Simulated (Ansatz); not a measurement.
# Li on Al(100): change of the work function

Aim: the work function of Al(100) at several coverages of Li (hollow site), and the dipole that each adsorbate carries.

Calculated with Ansatz 0.2.0; plane-wave DFT, PBE, Ansatz PAW.

Report form: inputs, costs, results and the conclusion, without the logs.

## (1) Set-up

The cell holds 4 atoms: 4 Al. Its edges and angles: a = 2.864 Å, b = 2.864 Å, c = 24.075 Å, α = 90.0°, β = 90.0°, γ = 90.0°. Vacuum lies along c.

## (2) The clean slab

The bare slab comes first, as the zero from which every change is counted. The two lowest layers are held at bulk places and the upper ones relax. The dipole correction removes the false field that a one-sided slab makes across the periodic vacuum, so each face gets a flat vacuum level of its own.

input.yaml reads:

```yaml
crystal:
  lattice:
    - [2.8637824638, 0.0, 0.0]
    - [0.0, 2.8637824638, 0.0]
    - [0.0, 0.0, 24.075]
  atoms:
    - { symbol: Al, position: [0.5, 0.5, 0.3738317757] }
    - { symbol: Al, position: [0.0, 0.0, 0.4579439252] }
    - { symbol: Al, position: [0.5, 0.5, 0.5420560748] }
    - { symbol: Al, position: [0.0, 0.0, 0.6261682243] }
kpoints:
  mp_grid: { grid: [12, 12, 1] }
hamiltonian:
  xc: pbe
scf:
  occupations: { method: fermi_dirac, width: 0.1 }
  convergence: { dr2_threshold: 1.0e-08 }
efield:
  axis: 3
  dipole_correction: true
  ramp_position: 0.97
  ramp_width: 0.06
relax:
  f_tol: 0.02
  max_steps: 60
  constraints: [{ sites: [0, 1] }]
output:
  write_potential: true
  write_density: true
  volumetric_format: npy
```

Launch:

```
ansatz run input.yaml --threads 2 --pin off --max-ram 4096MiB --backend cpu --events-out ev --progress --plain --runs-dir out
```

Wall time 8.1 s (2 threads of Intel Xeon Platinum 8259CL at 2.50GHz (Skylake/Cascade Lake), shared host); peak memory 0.45 GiB.

The steps of the relaxation:

| step | energy less that of the first step (eV) | largest force component (eV/Å) |
| --- | --- | --- |
| 1 | 0.0000 | 0.0860 |
| 2 | -0.0007 | 0.0199 |

The run keeps the 8 symmetry operations that the program found, so distortions that break them were not tested.

The atoms that moved most (Å):

| atom | dx | dy | dz | length |
| --- | --- | --- | --- | --- |
| Al3 | 0.000 | 0.000 | -0.016 | 0.016 |
| Al4 | 0.000 | 0.000 | 0.011 | 0.011 |

The relaxed structure:

```xyz
4
Lattice="2.8638 0.0000 0.0000 0.0000 2.8638 0.0000 0.0000 0.0000 24.0750" Properties=species:S:1:pos:R:3
Al    1.4319    1.4319    9.0000
Al    0.0000    0.0000   11.0250
Al    1.4319    1.4319   13.0343
Al    0.0000    0.0000   15.0859
```

Read from the output:

* energy at zero smearing: -2149.0408 eV
* work function, upper face: 4.293 eV
* dipole along the normal: 3.97e-4 e·Å

Running mean over 2.025 Å of the planar mean; the ramp of the sawtooth is left out. Electron's electrostatic potential energy less the Fermi level against z:

| z (Å) | electron's electrostatic potential energy less the Fermi level (eV) |
| --- | --- |
| 3 | 4.30 |
| 4 | 4.30 |
| 5 | 4.30 |
| 6 | 4.23 |
| 7 | 3.50 |
| 8 | -0.524 |
| 9 | -4.18 |
| 10 | -4.56 |
| 11 | -4.58 |
| 12 | -4.62 |
| 13 | -4.56 |
| 14 | -4.45 |
| 15 | -4.25 |
| 16 | -0.942 |
| 17 | 3.30 |
| 18 | 4.21 |
| 19 | 4.29 |
| 20 | 4.29 |
| 21 | 4.29 |

The relaxation took 2 steps and lowered the energy by 7.4e-4 eV; the largest force on the free atoms ends at 0.020 eV/Å.

The work function of the upper face is 4.29 eV.

## (3) Adsorbate added, k-mesh 4×4×1, coverage 0.111 ML

System of this step: Li/Al(100). The cell holds 37 atoms: 36 Al and 1 Li. Its edges and angles: a = 8.591 Å, b = 8.591 Å, c = 25.660 Å, α = 90.0°, β = 90.0°, γ = 90.0°. Vacuum lies along c.

The clean slab as it ended is repeated in the plane and the adsorbate is set on one face; the cell's size fixes the coverage, and the k-mesh shrinks with it to keep the sampling density about even. Adsorbate and upper layers relax, since the dipole depends on the height.

input.yaml reads:

```yaml
crystal:
  lattice:
    - [8.5913473914, 0.0, 0.0]
    - [0.0, 8.5913473914, 0.0]
    - [0.0, 0.0, 25.6597584361]
  atoms:
    - { symbol: Al, position: [0.1666666667, 0.1666666667, 0.350743754] }
    - { symbol: Al, position: [0.0, 0.0, 0.4296610986] }
    - { symbol: Al, position: [0.1666666667, 0.1666666667, 0.5079678506] }
    - { symbol: Al, position: [0.0, 0.0, 0.5879201973] }
    - { symbol: Al, position: [0.1666666667, 0.5, 0.350743754] }
    - { symbol: Al, position: [0.0, 0.3333333333, 0.4296610986] }
    - { symbol: Al, position: [0.1666666667, 0.5, 0.5079678506] }
    - { symbol: Al, position: [0.0, 0.3333333333, 0.5879201973] }
[... 25 atom lines left out ...]
    - { symbol: Al, position: [0.6666666667, 0.6666666667, 0.4296610986] }
    - { symbol: Al, position: [0.8333333333, 0.8333333333, 0.5079678506] }
    - { symbol: Al, position: [0.6666666667, 0.6666666667, 0.5879201973] }
    - { symbol: Li, position: [0.1666666667, 0.1666666667, 0.649256246] }
kpoints:
  mp_grid: { grid: [4, 4, 1] }
hamiltonian:
  xc: pbe
scf:
  occupations: { method: fermi_dirac, width: 0.1 }
  convergence: { dr2_threshold: 1.0e-08 }
efield:
  axis: 3
  dipole_correction: true
  ramp_position: 0.97
  ramp_width: 0.06
relax:
  f_tol: 0.02
  max_steps: 60
  constraints:
    - { sites: [0, 1, 4, 5, 8, 9, 12, 13, 16, 17, 20, 21, 24, 25, 28, 29, 32, 33] }
output:
  write_potential: true
  write_density: true
  volumetric_format: npy
```

It took 3.7 min on 2 threads; peak memory 2.4 GiB; 7.1 min of CPU time.

The steps of the relaxation:

| step | energy less that of the first step (eV) | largest force component (eV/Å) |
| --- | --- | --- |
| 1 | 0.0000 | 0.9609 |
| 2 | -0.1547 | 0.2385 |
| 3 | -0.1675 | 0.0715 |
| 4 | -0.1687 | 0.0054 |

The run keeps the 8 symmetry operations that the program found, so distortions that break them were not tested.

The atoms that moved most (Å):

| atom | dx | dy | dz | length |
| --- | --- | --- | --- | --- |
| Li37 | 0.000 | 0.000 | 0.320 | 0.320 |
| Al4 | -0.018 | -0.018 | -0.012 | 0.029 |
| Al16 | 0.018 | -0.018 | -0.012 | 0.029 |
| Al8 | -0.018 | 0.018 | -0.012 | 0.029 |
| Al20 | 0.018 | 0.018 | -0.012 | 0.029 |
| Al3 | 0.000 | 0.000 | 0.013 | 0.013 |
| Al27 | 0.002 | 0.000 | 0.008 | 0.008 |
| Al11 | 0.000 | 0.002 | 0.008 | 0.008 |

The relaxed structure:

```cif
data_structure
_symmetry_space_group_name_H-M 'P 1'
_symmetry_Int_Tables_number 1
_cell_length_a 8.5913
_cell_length_b 8.5913
_cell_length_c 25.6598
_cell_angle_alpha 90.000
_cell_angle_beta 90.000
_cell_angle_gamma 90.000
_cell_volume 1893.98
loop_
_atom_site_label
_atom_site_type_symbol
_atom_site_fract_x
_atom_site_fract_y
_atom_site_fract_z
_atom_site_occupancy
Al1 Al 0.16667 0.16667 0.35074 1
Al2 Al 0.00000 0.00000 0.42966 1
Al3 Al 0.16667 0.16667 0.50848 1
Al4 Al 0.99786 0.99786 0.58745 1
Al5 Al 0.16667 0.50000 0.35074 1
Al6 Al 0.00000 0.33333 0.42966 1
Al7 Al 0.16667 0.49971 0.50827 1
Al8 Al 0.99786 0.33548 0.58745 1
Al9 Al 0.16667 0.83333 0.35074 1
Al10 Al 0.00000 0.66667 0.42966 1
Al11 Al 0.16667 0.83362 0.50827 1
Al12 Al 0.99974 0.66667 0.58800 1
Al13 Al 0.50000 0.16667 0.35074 1
Al14 Al 0.33333 0.00000 0.42966 1
Al15 Al 0.49971 0.16667 0.50827 1
Al16 Al 0.33548 0.99786 0.58745 1
Al17 Al 0.50000 0.50000 0.35074 1
Al18 Al 0.33333 0.33333 0.42966 1
Al19 Al 0.50054 0.50054 0.50815 1
Al20 Al 0.33548 0.33548 0.58745 1
Al21 Al 0.50000 0.83333 0.35074 1
Al22 Al 0.33333 0.66667 0.42966 1
Al23 Al 0.50054 0.83280 0.50815 1
Al24 Al 0.33360 0.66667 0.58800 1
Al25 Al 0.83333 0.16667 0.35074 1
Al26 Al 0.66667 0.00000 0.42966 1
Al27 Al 0.83362 0.16667 0.50827 1
Al28 Al 0.66667 0.99974 0.58800 1
Al29 Al 0.83333 0.50000 0.35074 1
Al30 Al 0.66667 0.33333 0.42966 1
Al31 Al 0.83280 0.50054 0.50815 1
Al32 Al 0.66667 0.33360 0.58800 1
Al33 Al 0.83333 0.83333 0.35074 1
Al34 Al 0.66667 0.66667 0.42966 1
Al35 Al 0.83280 0.83280 0.50815 1
Al36 Al 0.66667 0.66667 0.58820 1
Li37 Li 0.16667 0.16667 0.66173 1
```

This step gave:

| Item | Value |
| --- | --- |
| energy at zero smearing | -19546.5089 eV |
| work function, upper face | 3.340 eV |
| work function, lower face | 4.314 eV |
| dipole along the normal | 0.3972 e·Å |
| step between the vacuum levels | -0.9738 eV |

Running mean over 2.025 Å of the planar mean; the ramp of the sawtooth is left out. The electron's electrostatic potential energy less the Fermi level by z:

| z (Å) | electron's electrostatic potential energy less the Fermi level (eV) |
| --- | --- |
| 3.0 | 4.31 |
| 3.5 | 4.31 |
| 4.0 | 4.31 |
| 4.5 | 4.31 |
| 5.0 | 4.31 |
| 5.5 | 4.30 |
| 6.0 | 4.25 |
| 6.5 | 4.08 |
| 7.0 | 3.52 |
| 7.5 | 1.89 |
| 8.0 | -0.507 |
| 8.5 | -2.81 |
| 9.0 | -4.17 |
| 9.5 | -4.49 |
| 10.0 | -4.55 |
| 10.5 | -4.57 |
| 11.0 | -4.57 |
| 11.5 | -4.58 |
| 12.0 | -4.58 |
| 12.5 | -4.58 |
| 13.0 | -4.56 |
| 13.5 | -4.52 |
| 14.0 | -4.49 |
| 14.5 | -4.46 |
| 15.0 | -4.26 |
| 15.5 | -3.22 |
| 16.0 | -1.24 |
| 16.5 | 0.887 |
| 17.0 | 2.46 |
| 17.5 | 2.97 |
| 18.0 | 3.17 |
| 18.5 | 3.29 |
| 19.0 | 3.32 |
| 19.5 | 3.34 |
| 20.0 | 3.34 |
| 20.5 | 3.34 |
| 21.0 | 3.34 |
| 21.5 | 3.34 |
| 22.0 | 3.34 |
| 22.5 | 3.34 |

The relaxation took 4 steps and lowered the energy by 0.17 eV; the largest force on the free atoms ends at 0.0054 eV/Å.

The covered face has 3.34 eV, -0.95 eV against the clean one; the bare back face has moved by +0.01 eV, a measure of how thin the slab is.

## (4) Adsorbate added, k-mesh 6×6×1, coverage 0.25 ML

System of this step: Li/Al(100). The cell holds 17 atoms: 16 Al and 1 Li. Its edges and angles: a = 5.728 Å, b = 5.728 Å, c = 25.660 Å, α = 90.0°, β = 90.0°, γ = 90.0°. Vacuum lies along c.

Another coverage, to see how the dipoles act on each other as their distance changes.

input.yaml reads:

```yaml
crystal:
  lattice:
    - [5.7275649276, 0.0, 0.0]
    - [0.0, 5.7275649276, 0.0]
    - [0.0, 0.0, 25.6597584361]
  atoms:
    - { symbol: Al, position: [0.25, 0.25, 0.350743754] }
    - { symbol: Al, position: [0.0, 0.0, 0.4296610986] }
    - { symbol: Al, position: [0.25, 0.25, 0.5079678506] }
    - { symbol: Al, position: [0.0, 0.0, 0.5879201973] }
    - { symbol: Al, position: [0.25, 0.75, 0.350743754] }
    - { symbol: Al, position: [0.0, 0.5, 0.4296610986] }
    - { symbol: Al, position: [0.25, 0.75, 0.5079678506] }
    - { symbol: Al, position: [0.0, 0.5, 0.5879201973] }
    - { symbol: Al, position: [0.75, 0.25, 0.350743754] }
    - { symbol: Al, position: [0.5, 0.0, 0.4296610986] }
    - { symbol: Al, position: [0.75, 0.25, 0.5079678506] }
    - { symbol: Al, position: [0.5, 0.0, 0.5879201973] }
    - { symbol: Al, position: [0.75, 0.75, 0.350743754] }
    - { symbol: Al, position: [0.5, 0.5, 0.4296610986] }
    - { symbol: Al, position: [0.75, 0.75, 0.5079678506] }
    - { symbol: Al, position: [0.5, 0.5, 0.5879201973] }
    - { symbol: Li, position: [0.25, 0.25, 0.649256246] }
kpoints:
  mp_grid: { grid: [6, 6, 1] }
hamiltonian:
  xc: pbe
scf:
  occupations: { method: fermi_dirac, width: 0.1 }
  convergence: { dr2_threshold: 1.0e-08 }
efield:
  axis: 3
  dipole_correction: true
  ramp_position: 0.97
  ramp_width: 0.06
relax:
  f_tol: 0.02
  max_steps: 60
  constraints: [{ sites: [0, 1, 4, 5, 8, 9, 12, 13] }]
output:
  dos: { projected: true, e_range: [-8, 4] }
  write_potential: true
  write_density: true
  volumetric_format: npy
  elf: true
```

It took 80 s on 2 threads; peak memory 1.1 GiB.

The steps of the relaxation:

| step | energy less that of the first step (eV) | largest force component (eV/Å) |
| --- | --- | --- |
| 1 | 0.0000 | 0.8791 |
| 2 | -0.1257 | 0.1237 |
| 3 | -0.1309 | 0.0500 |
| 4 | -0.1314 | 0.0030 |

Forces are held to the 8 operations that the program found; a distortion that breaks them can't arise in this run.

The atoms that moved most (Å):

| atom | dx | dy | dz | length |
| --- | --- | --- | --- | --- |
| Li17 | 0.000 | 0.000 | 0.269 | 0.269 |
| Al4 | -0.011 | -0.011 | -0.017 | 0.023 |
| Al8 | -0.011 | 0.011 | -0.017 | 0.023 |
| Al12 | 0.011 | -0.011 | -0.017 | 0.023 |
| Al16 | 0.011 | 0.011 | -0.017 | 0.023 |
| Al7 | 0.000 | 0.000 | 0.007 | 0.007 |
| Al11 | 0.000 | 0.000 | 0.007 | 0.007 |
| Al3 | 0.000 | 0.000 | 0.006 | 0.006 |

Final coordinates:

```cif
data_structure
_symmetry_space_group_name_H-M 'P 1'
_symmetry_Int_Tables_number 1
_cell_length_a 5.7276
_cell_length_b 5.7276
_cell_length_c 25.6598
_cell_angle_alpha 90.000
_cell_angle_beta 90.000
_cell_angle_gamma 90.000
_cell_volume 841.77
loop_
_atom_site_label
_atom_site_type_symbol
_atom_site_fract_x
_atom_site_fract_y
_atom_site_fract_z
_atom_site_occupancy
Al1 Al 0.25000 0.25000 0.35074 1
Al2 Al 0.00000 0.00000 0.42966 1
Al3 Al 0.25000 0.25000 0.50818 1
Al4 Al 0.99812 0.99812 0.58725 1
Al5 Al 0.25000 0.75000 0.35074 1
Al6 Al 0.00000 0.50000 0.42966 1
Al7 Al 0.25000 0.75000 0.50823 1
Al8 Al 0.99812 0.50188 0.58725 1
Al9 Al 0.75000 0.25000 0.35074 1
Al10 Al 0.50000 0.00000 0.42966 1
Al11 Al 0.75000 0.25000 0.50823 1
Al12 Al 0.50188 0.99812 0.58725 1
Al13 Al 0.75000 0.75000 0.35074 1
Al14 Al 0.50000 0.50000 0.42966 1
Al15 Al 0.75000 0.75000 0.50793 1
Al16 Al 0.50188 0.50188 0.58725 1
Li17 Li 0.25000 0.25000 0.65973 1
```

Read from the output:

```
energy at zero smearing        : -8801.2671 eV
work function, upper face      : 2.449 eV
work function, lower face      : 4.304 eV
dipole along the normal        : 0.3363 e·Å
step between the vacuum levels : -1.855 eV
```

The density of states has structure finer than the step of the table below, so its rows give means over 0.25 eV. Peaks (eV: height): -6.050: 15.0, -1.050: 12.7, 0.420: 13.7, 0.570: 14.9, 0.840: 14.0, 1.260: 11.7, 1.530: 12.5.

Density of states against energy, zero at the Fermi level; means over each step:

| energy (eV) | density of states (states/eV a cell) |
| --- | --- |
| -7.75 | 2.82 |
| -7.50 | 2.58 |
| -7.25 | 4.21 |
| -7.00 | 3.49 |
| -6.75 | 3.61 |
| -6.50 | 4.10 |
| -6.25 | 4.48 |
| -6.00 | 6.71 |
| -5.75 | 3.68 |
| -5.50 | 2.86 |
| -5.25 | 4.05 |
| -5.00 | 3.69 |
| -4.75 | 5.57 |
| -4.50 | 5.80 |
| -4.25 | 6.22 |
| -4.00 | 4.98 |
| -3.75 | 6.15 |
| -3.50 | 3.35 |
| -3.25 | 5.30 |
| -3.00 | 9.25 |
| -2.75 | 6.61 |
| -2.50 | 4.92 |
| -2.25 | 7.61 |
| -2.00 | 7.52 |
| -1.75 | 5.16 |
| -1.50 | 7.58 |
| -1.25 | 6.12 |
| -1.00 | 9.02 |
| -0.75 | 8.14 |
| -0.50 | 8.24 |
| -0.25 | 6.67 |
| 0.00 | 4.30 |
| 0.25 | 8.12 |
| 0.50 | 8.70 |
| 0.75 | 9.35 |
| 1.00 | 7.13 |
| 1.25 | 10.0 |
| 1.50 | 10.1 |
| 1.75 | 6.39 |

Projected DOS per atom over height of the atomic layer and energy from the Fermi level. Layers: Al4 Al4 Al4 Al4 Li from below.

Ten even steps from '0' (0.01 states/eV) to '9' (0.65 states/eV), each cell a mean:
```
54559
78879
84498
95590
53450
77680
86690
84480
74470
65570
66660
54460
54450
55550
55550
33330
23320
46540
34430
23320
24320
22220
```
Columns: height of the atomic layer (Å) from 9 to 16.9; rows upwards: energy from the Fermi level (eV) from -7.96 to 1.95.

ELF in the ca plane at fractional y = 0.250, with atoms of Al and Li within 0.2 Å of it. It is the smooth field of the valence electrons, not physical close to the nuclei.

Ten even steps from '0' (0.00 × 1e-1) to '9' (9.76 × 1e-1), each cell a mean:
```
77776666555566666556666653210000000000000000
87655654445664356544444332100000000000000000
84111443234531014532222111000000000000000000
73230343223521203432111100000000000000000000
85112443234531014533222111000000000000000000
87655654445664456544444432100000000000000000
77776666555566666556666653210000000000000000
67776666665566666556777653210000000000000000
78766655555665566555666310000000000000000000
86323554334552135543443023100000000000000000
83221443224520104432221189700000000000000000
83221443224520104432221189700000000000000000
86323554334652135543443023100000000000000000
78776655555666566555666410000000000000000000
67776666665556666556777653210000000000000000
```
Columns run along c (16.0 Å, from fractional 0.31 to 0.94 of the cell), rows up along a (5.7 Å). Atoms in or near the plane, at fractional coordinates: Al at (0.35, 0.25), Al at (0.51, 0.25), Al at (0.35, 0.75), Al at (0.51, 0.75), Li at (0.66, 0.25).

Valence density in the ca plane at fractional y = 0.250, with atoms of Al and Li within 0.2 Å of it. It is the smooth field of the valence electrons, not physical close to the nuclei.

Ten steps, logarithmic in the rise over the least value, from '0' (0.0 e/Å³) to '9' (4.9 e/Å³), each cell a mean:
```
23333333333333333333332110000000000000000000
23333333333333333333222110000000000000000000
22222332223332223322221100000000000000000000
22212332223332123322211100000000000000000000
22222332223332223322221100000000000000000000
23333333333333333333222110000000000000000000
23333333333333333333332110000000000000000000
23333333333333333333332211000000000000000000
23333333333333333333332211000000000000000000
23223333233333233332222255200000000000000000
22222332223332123322222599600000000000000000
22222332223332123322222599600000000000000000
23223333233333233332222255200000000000000000
23333333333333333333332211000000000000000000
23333333333333333333332211000000000000000000
```
Columns run along c (16.0 Å, from fractional 0.31 to 0.94 of the cell), rows up along a (5.7 Å). Atoms in or near the plane, at fractional coordinates: Al at (0.35, 0.25), Al at (0.51, 0.25), Al at (0.35, 0.75), Al at (0.51, 0.75), Li at (0.66, 0.25).

Electrostatic potential energy in the ca plane at fractional y = 0.250, with atoms of Al and Li within 0.2 Å of it. With pseudopotentials it is smooth inside the atoms' cores, unlike the true potential.

Ten even steps from '0' (-18 eV) to '9' (4 eV), each cell a mean:
```
87667888788876678888889999999999999999999999
73112688888741126888899999999999999999999999
40220378998511312789999999999999999999999999
30451178998504621689999999999999999999999999
40220378998511312789999999999999999999999999
74113688888742126888899999999999999999999999
87667888788876678888889999999999999999999999
98778888778887788888889998899999999999999999
86435788888864357888888877788999999999999999
61001478888620104789998521478899999999999999
30341278998503521689997200067899999999999999
30441278998503521689997200067899999999999999
61000478888620104789998622478899999999999999
86435788888864357888888877788999999999999999
98778888778887788888889998899999999999999999
```
Columns run along c (16.0 Å, from fractional 0.31 to 0.94 of the cell; values clipped at the 3rd and 97th percentile), rows up along a (5.7 Å). Atoms in or near the plane, at fractional coordinates: Al at (0.35, 0.25), Al at (0.51, 0.25), Al at (0.35, 0.75), Al at (0.51, 0.75), Li at (0.66, 0.25).

The relaxation took 4 steps and lowered the energy by 0.13 eV; the largest force on the free atoms ends at 0.0030 eV/Å.

By hand: a sheet of dipoles makes a step −p/(ε₀A) in the electron's potential. With e/ε₀ = 180.95 V·Å, p = 0.3363 e·Å and A = 32.80 Å², that is −180.95 × (0.3363) / 32.80 = -1.855 eV, and the two vacuum levels of the run differ by -1.855 eV.

The covered face has 2.45 eV, -1.84 eV against the clean one; the bare back face has moved by +0.00 eV, a measure of how thin the slab is.

## (5) Adsorbate added, k-mesh 6×6×1, coverage 0.5 ML

System of this step: Li/Al(100). The cell holds 18 atoms: 16 Al and 2 Li. Cell: a = 5.728 Å, b = 5.728 Å, c = 25.660 Å, α = 90.0°, β = 90.0°, γ = 90.0°. Vacuum lies along c.

Edit input.yaml of step 4 so:

```diff
@@ -23,2 +23,3 @@
     - { symbol: Li, position: [0.25, 0.25, 0.649256246] }
+    - { symbol: Li, position: [0.75, 0.75, 0.649256246] }
 kpoints:
```

Run time: 70 s. Hardware: 2 threads; peak memory 1.1 GiB; 2.2 min of CPU time.

(Part 1 of 2 ends here.)

[Long decimals in the printed logs are rounded to 6 places.]

[Logs are printed without paths, hosts, clocks, repeated set-up lines and the standing remarks that a program may print on its own settings, such as how far it seeks lower states.]

[Hosts, paths, dates, database ids (printed as entryN), source tags and the programs' standing remarks are cut or masked in the printed files.]

[Maps of the electrostatic potential energy from Ansatz leave out the sawtooth potential of an applied field or a dipole correction, so their vacuum need not be flat; planar profiles and work functions include it.]

[The density of states shown here was stored with 400 of the rows of the run's finer table, so its peaks can read low, often by over a quarter, or be missed, and its means over a window can be off by a tenth or more.]
